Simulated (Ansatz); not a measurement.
# Fe wire along [111], 7 atoms a period: bands by functional and under strain, part 3 of 3

Aim: is the Fe wire along [111], 7 atoms a period a metal or a semiconductor?

Ansatz 0.2.0; DFT PBE, plane waves, PAW; relaxation of a wire's period (the session's first sound run).

So far. Step 6 (Levels at the same atoms, level r2SCAN, cutoff 500 eV): Bands cross the Fermi level, as under PBE at the relaxed period, with an absolute moment of 22.71 μB a cell. Step 7 (Another level of theory, level PBE, no spin, cutoff 420 …): Bands cross the Fermi level, as under PBE at the relaxed period.

### 8. Strain along the wire, period over the relaxed period 1.03, k-mesh 1×1×25

This step: DFT PBE, plane waves, PAW; relaxation at a fixed period (Ansatz 0.2.0).

The period is set to 1.03 times the relaxed one and the atoms relax within it: strain changes bond lengths and angles, which shifts the bands against each other. Against the first PBE run of this kind, the mesh along the wire has 25 points against 33.

The cell differs from the one that the last finished run ended in (c 2.426 → 2.499 Å).

Contents of input.yaml:

```yaml
crystal:
  lattice:
    - [10.802, 0.0, 0.0]
    - [0.0, 12.577, 0.0]
    - [0.0, 0.0, 2.4992094271]
  atoms:
    - { symbol: Fe, position: [0.503163636, 0.443516572, 0.045908949], spin: 2.55 }
    - { symbol: Fe, position: [0.468742678, 0.627866257, 0.359937266], spin: 2.65 }
    - { symbol: Fe, position: [0.717768873, 0.388702639, 0.257112363], spin: 2.75 }
    - { symbol: Fe, position: [0.313670676, 0.510852228, 0.699485205], spin: 2.82 }
    - { symbol: Fe, position: [0.562780618, 0.27783681, 0.646641648], spin: 2.77 }
    - { symbol: Fe, position: [0.671590376, 0.563338228, 0.654045756], spin: 2.64 }
    - { symbol: Fe, position: [0.632863566, 0.733738259, 0.00353548], spin: 2.74 }
magnetization:
  spin_polarized: true
kpoints:
  mp_grid: { grid: [1, 1, 25] }
  band_path: { path: ["Γ", Z], npoints: 50 }
scf:
  occupations: { method: fermi_dirac, width: 0.05 }
hamiltonian:
  xc: pbe
relax:
  max_steps: 40
  f_tol: 0.02
output:
  stress: true
```

Command:

```
> ansatz run input.yaml --threads 8 --pin off --max-ram 16384MiB --backend cpu --events-out ev --progress --plain --runs-dir out
```

Numbers of over 12 decimals in the logs are rounded to 6 here.

Log:

```text
Warning: output.stress: scf.convergence.dr2_threshold = 1e-7 eV (the SCF's general default) is looser than the 7e-10 eV advised for a printed stress (1e-10 eV for each atom of the cell: 7). What an SCF threshold leaves in a stress goes as its square root, and in the free energy as the threshold itself, and one threshold admits the most on a small cell: [figures from the program's tests cut] Every solve of this run an [...]
[...]
Crystal: 7 atoms, lattice volume = 339.534 Å³
Basis set: ecut = 420 eV, 6623 PW (Γ), exchange–correlation on 150×180×36 points (8 copies of the dense FFT grid, shifted against one another)
Bands: 79, of which v1, the nominal top of the filled ones, is band 56 counted from 1 (55 counted from 0)
Symmetry: 1 space group operations
[...]
k-points: 13 of 25 (time reversal used)
[...]
Starting moments: Σ|m| = 18.92 μB on 7 of 7 sites
[...]
SCF iter   1: F=—  HF=-31352.496922 eV  |F-HF|=—  |Δ(HF+E_count)|=         —  Δρ=3.30e-2 (↑1.98e-2 ↓3.30e-2)  dr2=2.13e1  dr2_m=1.49e0  M=19.352 μB ∫|m|=19.558 μB  β_m=0.30  ethr=3.10e-3  ⟨swp⟩=8.5  Hψ=9967  notcnv=0  defer=35
[...]
SCF iter  11: F=-31354.614152 eV  HF=-31354.614157 eV  |F-HF|=4.60e-6  |Δ(HF+E_count)|=   2.23e-6  Δρ=2.26e-5 (↑2.21e-5 ↓2.26e-5)  dr2=4.90e-6  dr2_m=8.98e-8  M=20.199 μB ∫|m|=20.957 μB  ethr=5.86e-9  ⟨swp⟩=3.0  Hψ=7811  notcnv=0
SCF 1 converged in 11 iterations: F = -31354.614152 eV  dr2 = 4.90e-6
[...]
relax step   1: F+E_penalty+E_count = -31354.61415247 eV  Δ(F+E_penalty+E_count) = +0.000e0 eV  max|allowed force component| = 2.060e-1 eV/Å  Δτ_max = 0.0000 Å  (11 SCF iters, dr2 threshold 1.00e-5 eV, accepted)
[...]
SCF iter   9: F=-31354.622407 eV  HF=-31354.622408 eV  |F-HF|=7.67e-7  |Δ(HF+E_count)|=   1.33e-7  Δρ=1.07e-5 (↑2.04e-6 ↓1.07e-5)  dr2=8.18e-7  dr2_m=7.31e-8  M=20.165 μB ∫|m|=20.906 μB  ethr=6.20e-10  ⟨swp⟩=2.0  Hψ=6008  notcnv=0
SCF 2 converged in 9 iterations: F = -31354.622407 eV  dr2 = 8.18e-7
relax step   2: F+E_penalty+E_count = -31354.62240677 eV  Δ(F+E_penalty+E_count) = -8.254e-3 eV  max|allowed force component| = 9.441e-2 eV/Å  Δτ_max = 0.0189 Å  (9 SCF iters, dr2 threshold 2.65e-6 eV, accepted)
SCF iter   1: F=—  HF=-31354.623119 eV  |F-HF|=—  |Δ(HF+E_count)|=         —  Δρ=1.19e-3 (↑7.38e-4 ↓1.19e-3)  dr2=3.79e-3  dr2_m=2.16e-3  M=20.143 μB ∫|m|=20.875 μB  β_m=0.65  ethr=3.69e-5  ⟨swp⟩=4.6  Hψ=4707  notcnv=0  defer=197
[...]
SCF iter   8: F=-31354.624537 eV  HF=-31354.624537 eV  |F-HF|=2.49e-7  |Δ(HF+E_count)|=   1.19e-8  Δρ=6.53e-6 (↑2.10e-6 ↓6.53e-6)  dr2=2.89e-7  dr2_m=2.85e-8  M=20.137 μB ∫|m|=20.865 μB  ethr=1.41e-10  ⟨swp⟩=1.7  Hψ=6446  notcnv=0
SCF 3 converged in 8 iterations: F = -31354.624537 eV  dr2 = 2.89e-7
relax step   3: F+E_penalty+E_count = -31354.62453679 eV  Δ(F+E_penalty+E_count) = -2.130e-3 eV  max|allowed force component| = 7.834e-3 eV/Å  Δτ_max = 0.0157 Å  (8 SCF iters, dr2 threshold 5.57e-7 eV, accepted)
[...]
SCF iter   3: F=-31354.624537 eV  HF=-31354.624537 eV  |F-HF|=6.09e-8  |Δ(HF+E_count)|=   3.16e-9  Δρ=3.46e-6 (↑6.72e-7 ↓3.46e-6)  dr2=7.00e-8  dr2_m=9.87e-9  M=20.137 μB ∫|m|=20.865 μB  ethr=3.44e-11  ⟨swp⟩=2.2  Hψ=5951  notcnv=0
SCF 4 converged in 3 iterations: F = -31354.624537 eV  dr2 = 7.00e-8
relax step   4: F+E_penalty+E_count = -31354.62453698 eV  Δ(F+E_penalty+E_count) = -1.862e-7 eV  max|allowed force component| = 7.888e-3 eV/Å  Δτ_max = 0.0000 Å  (3 SCF iters, accepted)
[...]
the band table was solved once a step of the walk had ended and its energy, with any forces and stress, was formed, with the checks that follow a solve (12070 applications of the Hamiltonian). They found nothing against the state; the energy, forces and stress were not computed again (output.eigenvalues in the input reference)
[...]
SCF converged after 3 iterations
Magnetization: 20.1369 μB (66.0685 up, 45.9315 down)
Absolute magnetization: 20.8668 μB (∫|ρ↑−ρ↓|, with the PAW one-centre terms)
[...]
Per-site moments (μB) at R_I (Å): [(2.573298, 0.974282), (2.663807, 0.977328), (2.779397, 0.976999), (2.838322, 0.974282), (2.803685, 0.976999), (2.664809, 0.961828), (2.764360, 0.961828)]
Free energy (F): -31354.624537 eV
[...]
Internal energy: -31354.567406 eV  (E = F + TS)
E sigma→0 (E₀):  -31354.595972 eV
Entropy (-TS):   -0.057131 eV (-8.162 meV/atom)
Fermi energy:    1.375714 eV
[...]
--- Forces (eV/Å), atoms counted from 1 ---
  atom   1  Fe     0.00000152     0.00025437    -0.00185359
  atom   2  Fe    -0.00468660    -0.00570749     0.00410960
  atom   3  Fe     0.00077536    -0.00597431     0.00517490
  atom   4  Fe    -0.00043102    -0.00006770     0.00189526
  atom   5  Fe     0.00003829     0.00221358    -0.00190013
  atom   6  Fe     0.00556233     0.00788420    -0.00340442
  atom   7  Fe    -0.00128146     0.00136891    -0.00402173
  max |Σ_I F_I| component: 2.84e-5 eV/Å
--- Stress (GPa, compression-positive) ---
       -0.056587      -0.003036       0.000337
       -0.003036      -0.055751      -0.001136
        0.000336      -0.001133      -1.892101
  P = ⅓ Tr σ = -0.6681 GPa (-6.681 kbar)
--- Band table (eV; the first three rows and the last of 26) ---
  k-point 0 ↑: bands = [... 52 lower, -0.2548, -0.1898, -0.1472, -0.1265, -0.0484, -0.0280, 0.0802, 0.1208, ... 19 higher]
  k-point 1 ↑: bands = [... 52 lower, -0.3014, -0.2120, -0.1876, -0.1050, -0.0734, -0.0236, 0.0716, 0.1192, ... 19 higher]
  k-point 2 ↑: bands = [... 52 lower, -0.3958, -0.2773, -0.2396, -0.1555, -0.0756, -0.0445, 0.0575, 0.0876, ... 19 higher]
  k-point 12 ↓: bands = [... 52 lower, 2.7382, 2.8206, 2.9511, 3.0388, 3.1166, 3.1705, 3.2784, 3.4117, ... 19 higher]
--- Relaxed structure (4 steps of the walk, 4 accepted, 0 SCFs on fresh bases) ---
  F+E_penalty+E_count = -31354.62453698 eV   max|allowed force component| = 7.888e-3 eV/Å
  atoms:
    - { symbol: Fe, position: [0.503480, 0.444084, 0.047743] }
    - { symbol: Fe, position: [0.469214, 0.626631, 0.363873] }
    - { symbol: Fe, position: [0.716799, 0.389591, 0.253411] }
    - { symbol: Fe, position: [0.315177, 0.510858, 0.704501] }
    - { symbol: Fe, position: [0.562587, 0.280532, 0.644114] }
    - { symbol: Fe, position: [0.671309, 0.562941, 0.650088] }
    - { symbol: Fe, position: [0.632013, 0.731214, 0.00293669] }
```

Wall time 58 s (8 threads of Intel Xeon Platinum 8259CL at 2.50GHz (Skylake/Cascade Lake), shared host); peak memory 2.4 GiB.

Step by step:

| step | energy less that of the first step (eV) | largest force component (eV/Å) |
| --- | --- | --- |
| 1 | 0.0000 | 0.2060 |
| 2 | -0.0083 | 0.0944 |
| 3 | -0.0104 | 0.0078 |
| 4 | -0.0104 | 0.0079 |

The atoms that moved most (Å):

| atom | dx | dy | dz | length |
| --- | --- | --- | --- | --- |
| Fe5 | -0.002 | 0.034 | -0.006 | 0.035 |
| Fe7 | -0.009 | -0.032 | -0.001 | 0.033 |
| Fe4 | 0.016 | 0.000 | 0.013 | 0.021 |
| Fe2 | 0.005 | -0.016 | 0.010 | 0.019 |
| Fe3 | -0.010 | 0.011 | -0.009 | 0.018 |
| Fe6 | -0.003 | -0.005 | -0.010 | 0.011 |
| Fe1 | 0.003 | 0.007 | 0.005 | 0.009 |

Final coordinates:

```
Fe
1.0
    10.80200    0.00000    0.00000
     0.00000   12.57700    0.00000
     0.00000    0.00000    2.49921
Fe
7
Direct
  0.50348 0.44408 0.04774
  0.46921 0.62663 0.36387
  0.71680 0.38959 0.25341
  0.31518 0.51086 0.70450
  0.56259 0.28053 0.64411
  0.67131 0.56294 0.65009
  0.63201 0.73121 0.00294
```

Numbers from this step:

```yaml
energy_at_zero_smearing: -31354.5960 eV
total_moment: 20.14 μB
absolute_moment: 20.87 μB
```

Site moment by atom:

| atom | site moment (μB) |
| --- | --- |
| Fe1 | 2.57 |
| Fe2 | 2.66 |
| Fe3 | 2.78 |
| Fe4 | 2.84 |
| Fe5 | 2.80 |
| Fe6 | 2.66 |
| Fe7 | 2.76 |

Bands cross the Fermi level, as under PBE at the relaxed period, with an absolute moment of 20.87 μB a cell.

### 9. At a strained period, period over the relaxed period 1.06, k-mesh 1×1×24

The period is set to 1.06 times the relaxed one and the atoms relax within it: strain changes bond lengths and angles, which shifts the bands against each other. Against the first PBE run of this kind, the mesh along the wire has 24 points against 33.

The cell differs from the one that the last finished run ended in (c 2.499 → 2.572 Å).

Edit input.yaml of step 8 so:

```diff
@@ -4,3 +4,3 @@
     - [0.0, 12.577, 0.0]
-    - [0.0, 0.0, 2.4992094271]
+    - [0.0, 0.0, 2.5720019347]
   atoms:
@@ -16,3 +16,3 @@
 kpoints:
-  mp_grid: { grid: [1, 1, 25] }
+  mp_grid: { grid: [1, 1, 24] }
   band_path: { path: ["Γ", Z], npoints: 50 }
```

Log:

```text
[...]
Crystal: 7 atoms, lattice volume = 349.424 Å³
Basis set: ecut = 420 eV, 6835 PW (Γ), exchange–correlation on 150×180×36 points (8 copies of the dense FFT grid, shifted against one another)
Bands: 79, of which v1, the nominal top of the filled ones, is band 56 counted from 1 (55 counted from 0)
[...]
atoms:
    - { symbol: Fe, position: [0.503740, 0.445010, 0.049432] }
    - { symbol: Fe, position: [0.469375, 0.625431, 0.371063] }
    - { symbol: Fe, position: [0.716059, 0.390399, 0.243926] }
    - { symbol: Fe, position: [0.316367, 0.510664, 0.710224] }
    - { symbol: Fe, position: [0.562774, 0.284132, 0.639102] }
    - { symbol: Fe, position: [0.670656, 0.562256, 0.644950] }
    - { symbol: Fe, position: [0.631611, 0.727959, 0.0079691] }
[key lines of the parts left out:]
SCF converged after 3 iterations
Magnetization: 20.3389 μB (66.1694 up, 45.8306 down)
Free energy (F): -31354.468644 eV
Fermi energy:    1.252752 eV
P = ⅓ Tr σ = -1.0322 GPa (-10.322 kbar)
```

Elapsed: 56 s, on 8 threads; peak memory 2.4 GiB.

The steps of the relaxation:

| step | energy less that of the first step (eV) | largest force component (eV/Å) |
| --- | --- | --- |
| 1 | 0.0000 | 0.4166 |
| 2 | -0.0353 | 0.1986 |
| 3 | -0.0447 | 0.0159 |
| 4 | -0.0447 | 0.0159 |

The atoms that moved most (Å):

| atom | dx | dy | dz | length |
| --- | --- | --- | --- | --- |
| Fe5 | 0.000 | 0.079 | -0.019 | 0.082 |
| Fe7 | -0.014 | -0.073 | 0.011 | 0.075 |
| Fe3 | -0.018 | 0.021 | -0.034 | 0.044 |
| Fe2 | 0.007 | -0.031 | 0.029 | 0.042 |
| Fe4 | 0.029 | -0.002 | 0.028 | 0.040 |
| Fe6 | -0.010 | -0.014 | -0.023 | 0.029 |
| Fe1 | 0.006 | 0.019 | 0.009 | 0.022 |

The relaxed structure:

```xyz
7
Lattice="10.8020 0.0000 0.0000 0.0000 12.5770 0.0000 0.0000 0.0000 2.5720" Properties=species:S:1:pos:R:3
Fe    5.4414    5.5969    0.1271
Fe    5.0702    7.8660    0.9544
Fe    7.7349    4.9101    0.6274
Fe    3.4174    6.4226    1.8267
Fe    6.0791    3.5735    1.6438
Fe    7.2444    7.0715    1.6588
Fe    6.8227    9.1555    0.0205
```

This step gave:

| Item | Value |
| --- | --- |
| energy at zero smearing | -31354.4377 eV |
| total moment | 20.34 μB |
| absolute moment | 21.06 μB |

Bands cross the Fermi level, as under PBE at the relaxed period, with an absolute moment of 21.06 μB a cell.

### 10. A varied input

This step: DFT LDA, plane waves, PAW; bands of a perfect wire at the PBE geometry; changed: scf.occupations = null, scf.max_iter = 100 (Ansatz 0.2.0).

The input of the band run (LDA) is made doubtful on purpose.

Edit input.yaml of step 9 so:

```diff
@@ -4,3 +4,3 @@
     - [0.0, 12.577, 0.0]
-    - [0.0, 0.0, 2.5720019347]
+    - [0.0, 0.0, 2.4264169195]
   atoms:
@@ -16,12 +16,7 @@
 kpoints:
-  mp_grid: { grid: [1, 1, 24] }
+  mp_grid: { grid: [1, 1, 25] }
   band_path: { path: ["Γ", Z], npoints: 50 }
 scf:
-  occupations: { method: fermi_dirac, width: 0.05 }
+  max_iter: 100
 hamiltonian:
-  xc: pbe
-relax:
-  max_steps: 40
-  f_tol: 0.02
-output:
-  stress: true
+  xc: lda
```

Log:

```text
Error: YAML parse error: `scf.occupations.method` is required: fixed only where the cell keeps a band gap throughout the run, explicit beside scf.occupations.values (under evaluate: without them), else a smearing such as fermi_dirac (scf.occupations.width is optional; its entry in the input reference gives the default)
```

Elapsed: 0.02 s, on 8 threads; peak memory 0.03 GiB.

The program refused the input before any cycle.

The program's message: “Error: YAML parse error: `scf.occupations.method` is required: fixed only where the cell keeps a band gap throughout the run, explicit beside scf.occupations.values (under evaluate: without them), els …”

The change that led to it: scf.occupations = null.

### 11. What came out

| Property | Result |
| --- | --- |
| cell length, PBE | 2.426 Å |
| conductance, PBE | 4.85 G₀ |
| absolute moment, PBE | 20.7 μB |
| absolute moment, LDA | 20.0 μB |
| absolute moment, PBEsol | 20.6 μB |
| absolute moment, r2SCAN | 22.7 μB |
| gap, period scaled by 1.03 | none |
| gap, period scaled by 1.06 | none |

In words: Under PBE the cell's length is 2.43 Å, the absolute moment is 20.66 μB a cell, and it is a metal with 6 spin-up and 3 spin-down channels next to the Fermi level, 4.85 G₀ at 300 K. A perfect wire passes every open channel, so the conductance counts half a G₀ for each forward-moving state at the Fermi level, spin by spin; the value here is no such multiple, since a band edge lies within the thermal window. Transport is coherent and elastic here: the atoms are frozen, so scattering by vibrations plays no part. In the perfect wire the moments were started parallel, and no opposed start was run. No search over magnetic orders was made; another may lie lower.

[Logs are printed without paths, hosts, clocks, repeated set-up lines and the standing remarks that a program may print on its own settings, such as how far it seeks lower states.]

[Hosts, paths, dates, database ids (printed as entryN), source tags and the programs' standing remarks are cut or masked in the printed files.]
